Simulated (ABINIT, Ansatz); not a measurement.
**WSe2 (P6_3/mmc): changed settings of a GW run in ABINIT**

What do changed inputs do to GW on WSe2 (P6_3/mmc)?

Program: ABINIT 10.8.3. Level of theory: PBE and many-body steps on it, plane waves. Results are calculated unless marked as measured.

The database entry behind the starting cell differs from later determinations by our own check (a about 0.2 % long), so it need not match the best structure at ambient conditions.

## 1. Set-up

The structure is hexagonal, space group P6_3/mmc (No. 194). The conventional cell has a = 3.290 Å, b = 3.290 Å, c = 12.970 Å, α = 90.00°, β = 90.00°, γ = 120.00°. W has 6 Se at 2.53 Å nearest. Nearest to Se lie 3 W at 2.53 Å. Farther neighbours and most contacts between anions are not listed.

The cell and positions come from the Crystallography Open Database and are kept as given unless a step says otherwise. Spin-orbit coupling is left out unless a step names it.

## 2. Screening, 6×6×1 mesh, 210 bands, screening to 141.5 eV

This step: ABINIT 10.8.3; RPA screening on PBE, plane waves, norm-conserving pseudopotentials.

The RPA dielectric matrix is built and inverted for each q.

run.abi reads:

```
acell 3*1.0 Angstrom
rprim 
  3.290000000028 -0.000000000007 0.000000000000
  -1.645000000008 2.849223578479 0.000000000000
  0.000000000000 0.000000000000 12.970000000000
ntypat 2
znucl 74 34
natom 6
typat 1 1 2 2 2 2
xred 
  0.333333333333 0.666666666667 0.250000000000
  0.666666666667 0.333333333333 0.750000000000
  0.333333333333 0.666666666667 0.621000000000
  0.666666666667 0.333333333333 0.121000000000
  0.333333333333 0.666666666667 0.879000000000
  0.666666666667 0.333333333333 0.379000000000
pp_dirpath "pseudos"
pseudos "W.upf, Se.upf"
ecut 58
ngkpt 6 6 1
nshiftk 1
shiftk 0 0 0
kptopt 1
chksymbreak 0
istwfk *1
occopt 1
irdwfk 1
optdriver 3
nband 210
ecuteps 5.2
inclvkb 2
awtr 1
symchi 1
indata_prefix "in"
outdata_prefix "out"
tmpdata_prefix "tmp"
```

Started as:

```bash
OMP_NUM_THREADS=1 mpirun -n 16 abinit run.abi > log
```

Output:

```text
.Version 10.8.3 of ABINIT. v10.8.2 released Aug 2026.

 Symmetries : space group P6_3/m m c (#194); Bravais hP (primitive hexag.)
[... echo of the input left out ...]
== DATASET  1 ==================================================================
-   mpi_nproc: 16, omp_nthreads: 1 (-1 if OMP is not activated)

--- !DatasetInfo
iteration_state: {dtset: 1, }
dimensions: {natom: 6, nkpt: 7, mband: 210, nsppol: 1, nspinor: 1, nspden: 1, mpw: 17365, }
cutoff_energies: {ecut:  58.0, pawecutdg:  -1.0, }
electrons: {nelect:   1.24000000E+02, charge:   0.00000000E+00, occopt:   1.00000000E+00, tsmear:   1.00000000E-02, }

 SCREENING: Calculation of the susceptibility and dielectric matrices

 Based on a program developped by R.W. Godby, V. Olevano, G. Onida, and L. Reining.
 Incorporated in ABINIT by V. Olevano, G.-M. Rignanese, and M. Torrent.
.Using double precision arithmetic ; gwpc =  8

[... cell and pseudopotentials left out ...]
--------------------------------------------------------------------------------

 ==== K-mesh for the wavefunctions ====
 Number of points in the irreducible wedge :     7
[... list of points left out ...]
 Together with 24 symmetry operations and time-reversal symmetry
 yields    36 points in the full Brillouin Zone.

 ==== Q-mesh for the screening function ====
 Number of points in the irreducible wedge :     7
[... list of points left out ...]
 Together with 24 symmetry operations and time-reversal symmetry
 yields    36 points in the full Brillouin Zone.

 setmesh: FFT mesh size selected  =    24x   24x  120
          total number of points  =        69120

 vcoul_init : cutoff-mode = AUXILIARY_FUNCTION
 q-points for optical limit:   1
     1)      0.000010    0.000020    0.000030

- screening: taking advantage of time-reversal symmetry
- Maximum band index for partially occupied states nbvw = 62
- Remaining bands to be divided among processors   nbcw = 148
- Number of bands treated by each node ~9

 Number of electrons calculated from density =  124.0000; Expected =  124.0000
 average of density, n =  0.151134
 r_s =    1.1646
 omega_plasma =   37.5005 [eV]

 calculating chi0 at frequencies [eV] :
  1    0.000000E+00    0.000000E+00
  2    0.000000E+00    3.750049E+01

--------------------------------------------------------------------------------
  q-point number  1        q = ( 0.000000, 0.000000, 0.000000) [r.l.u.]
--------------------------------------------------------------------------------
[... chi0 elements left out ...]
 For q-point:  0.000010 0.000020 0.000030
  dielectric constant =  14.9570
  dielectric constant without local fields =  16.5945

  Average fulfillment of the sum rule on Im[epsilon] for q-point    1 :     43.76  [%]
[... wings left out ...]
  q-point number  2        q = ( 0.166667, 0.000000, 0.000000) [r.l.u.]
--------------------------------------------------------------------------------
[... chi0 elements left out ...]
  Average fulfillment of the sum rule on Im[epsilon] for q-point    2 :     45.02  [%]

 [... 5 further q-points ...]
```

Wall time 3.3 min (16 MPI ranks of Arm Neoverse V2, shared host); peak memory 15 GiB.

This step gave:

```yaml
eps_infinity_with_local_fields_on_this_mesh_along_the_program_s_q_direction: 14.96
the_same_without_local_fields: 16.59
plasma_frequency: 37.50 eV
plane_waves_in_the_screening_matrix: 463
```

Local fields lower ε∞ by 10 %. On a Γ-centred mesh this coarse the value itself is usually too large, while a short band sum pulls it down.

## 3. Base

The self-energy is evaluated for the states that the input lists, and the levels follow from it, in one-shot runs by the linearised quasiparticle equation.

This step: G0W0 on PBE, plane waves, norm-conserving pseudopotentials.

Edit run.abi of step 2 so:

```diff
@@ -27,8 +27,19 @@
 irdwfk 1
-optdriver 3
+optdriver 4
 nband 210
+gwcalctyp 0
+ecutsigx 58
+symsigma 1
+nkptgw 3
+kptgw 
+  0.0000000000 0.0000000000 0.0000000000
+  0.1666666667 0.1666666667 0.0000000000
+  0.3333333333 0.3333333333 0.0000000000
+bdgw 
+  61 64
+  61 64
+  61 64
 ecuteps 5.2
-inclvkb 2
-awtr 1
-symchi 1
+irdscr 1
+ppmodel 1
 indata_prefix "in"
```

Output:

```text
.Version 10.8.3 of ABINIT. v10.8.2 released Aug 2026.

 Symmetries : space group P6_3/m m c (#194); Bravais hP (primitive hexag.)
[... echo of the input left out ...]
== DATASET  1 ==================================================================
-   mpi_nproc: 16, omp_nthreads: 1 (-1 if OMP is not activated)

--- !DatasetInfo
iteration_state: {dtset: 1, }
dimensions: {natom: 6, nkpt: 7, mband: 210, nsppol: 1, nspinor: 1, nspden: 1, mpw: 17365, }
cutoff_energies: {ecut:  58.0, pawecutdg:  -1.0, }
electrons: {nelect:   1.24000000E+02, charge:   0.00000000E+00, occopt:   1.00000000E+00, tsmear:   1.00000000E-02, }

 SIGMA: Calculation of the GW corrections

 Based on a program developped by R.W. Godby, V. Olevano, G. Onida, and L. Reining.
 Incorporated in ABINIT by V. Olevano, G.-M. Rignanese, and M. Torrent.
.Using double precision arithmetic ; gwpc =  8

[... cell and pseudopotentials left out ...]
--------------------------------------------------------------------------------

 ==== K-mesh for the wavefunctions ====
 Number of points in the irreducible wedge :     7
[... list of points left out ...]
 Together with 24 symmetry operations and time-reversal symmetry
 yields    36 points in the full Brillouin Zone.

 ==== Q-mesh for screening function ====
 Number of points in the irreducible wedge :     7
[... list of points left out ...]
 Together with 24 symmetry operations and time-reversal symmetry
 yields    36 points in the full Brillouin Zone.

 vcoul_init : cutoff-mode = AUXILIARY_FUNCTION
 q-points for optical limit:   1
     1)      0.000010    0.000020    0.000030
 setmesh: FFT mesh size selected  =    40x   40x  180
          total number of points  =       288000

 Number of electrons calculated from density =  124.0000; Expected =  124.0000
 average of density, n =  0.151134
 r_s =    1.1646
 omega_plasma =   37.5005 [eV]

 === KS Band Gaps ===
  >>>> For spin  1
   Minimum direct gap =   1.5238 [eV], located at k-point      :   0.3333  0.3333  0.0000
   Fundamental gap    =   0.9782 [eV], Top of valence bands at :   0.0000  0.0000  0.0000
                                       Bottom of conduction at :   0.1667  0.1667  0.0000
 SIGMA fundamental parameters:
 PLASMON POLE MODEL  1
 number of plane-waves for SigmaX                17365
 number of plane-waves for SigmaC and W            463
 number of plane-waves for wavefunctions         17365
 number of bands                                   210
 number of independent spin polarizations            1
 number of spinorial components                      1
 number of k-points in IBZ                           7
 number of q-points in IBZ                           7
 number of symmetry operations                      24
 number of k-points in BZ                           36
 number of q-points in BZ                           36
 number of frequencies for dSigma/dE                 9
 frequency step for dSigma/dE [eV]                0.25
 number of omega for Sigma on real axis              0
 max omega for Sigma on real axis  [eV]           0.00
 zcut for avoiding poles [eV]                     0.10

 EPSILON^-1 parameters (SCR file):
 dimension of the eps^-1 matrix on file            463
 dimension of the eps^-1 matrix used               463
 number of plane-waves for wavefunctions         17365
 number of bands                                   210
 number of q-points in IBZ                           7
 number of frequencies                               2
 number of real frequencies                          1
 number of imag frequencies                          1

 matrix elements of self-energy operator (all in [eV])

 Perturbative Calculation

--- !SelfEnergy_ee
iteration_state: {dtset: 1, }
kpoint     : [   0.000,    0.000,    0.000, ]
spin       : 1
KS_gap     :    2.641
QP_gap     :    3.063
Delta_QP_KS:    0.422
data: !SigmaeeData |
     Band     E0 <VxcDFT>   SigX SigC(E0)      Z dSigC/dE  Sig(E)    E-E0       E
       61   8.758 -14.840 -17.168   2.031   0.805  -0.243 -15.079  -0.239   8.519
       62   9.827 -16.072 -16.480   0.735   0.797  -0.255 -15.811   0.261  10.088
       63  12.468 -15.988 -11.529  -3.608   0.802  -0.246 -15.305   0.683  13.151
       64  12.468 -15.988 -11.529  -3.608   0.802  -0.246 -15.305   0.683  13.151

--- !SelfEnergy_ee
iteration_state: {dtset: 1, }
kpoint     : [   0.167,    0.167,    0.000, ]
spin       : 1
KS_gap     :    2.075
QP_gap     :    2.403
Delta_QP_KS:    0.328
data: !SigmaeeData |
     Band     E0 <VxcDFT>   SigX SigC(E0)      Z dSigC/dE  Sig(E)    E-E0       E
       61   8.691 -15.483 -16.597   1.341   0.794  -0.260 -15.303   0.180   8.871
       62   8.730 -15.625 -16.786   1.370   0.795  -0.258 -15.458   0.166   8.897
[...]
--- !SelfEnergy_ee
iteration_state: {dtset: 1, }
kpoint     : [   0.333,    0.333,    0.000, ]
spin       : 1
KS_gap     :    1.524
QP_gap     :    2.033
Delta_QP_KS:    0.509
data: !SigmaeeData |
     Band     E0 <VxcDFT>   SigX SigC(E0)      Z dSigC/dE  Sig(E)    E-E0       E
[...]
62   9.634 -15.560 -15.904   0.641   0.797  -0.255 -15.323   0.237   9.870
       63  11.158 -16.264 -11.891  -3.434   0.795  -0.258 -15.518   0.746  11.904
       64  11.158 -16.264 -11.891  -3.434   0.795  -0.258 -15.518   0.746  11.904

== END DATASET(S) ==============================================================
================================================================================

 -outvars: echo values of variables after computation  --------
           etotal      0.0000000000E+00
            nband         210
             nkpt           7
          spgroup         194
 [... the other variables as echoed above ...]

 Calculation completed.
```

Wall time 29 s (16 MPI ranks); peak memory 8.2 GiB; 7.6 min of CPU time.

This step gave:

* G0W0 gap on the points computed: 1.211 eV
* starting gap on the mesh: 0.9782 eV
* k of the valence top: 0, 0, 0
* k of the conduction bottom: 0.1667, 0.1667, 0
* Z at the valence top: 0.797
* Z at the conduction bottom: 0.805
* least direct G0W0 gap on the computed points: 2.034 eV

The gap on the mesh goes from 0.98 eV to 1.21 eV, a correction of +0.23 eV.

(Continued in part 2 of 2.)

[Paths, hosts, dates, memory and timing lines, banners, echoed tables and standing remarks are left out of the program output.]

[Logs are printed without paths, hosts, clocks, repeated set-up lines and the standing remarks that a program may print on its own settings, such as how far it seeks lower states.]

[Runs of the session that timed out or met a known fault of the program may be left out.]

[Hosts, paths, dates, database ids (printed as entryN), source tags and the programs' standing remarks are cut or masked in the printed files.]

[G0W0 gaps are taken among the corrected bands and points alone; a level outside them can change the order at an edge.]

[Where Ansatz stands beside ABINIT at settings called matched, ABINIT's density can come from a denser mesh and the files from another edition; pairs whose starting gaps differed by over 0.03 eV were left out, so agreement reads better than it is.]
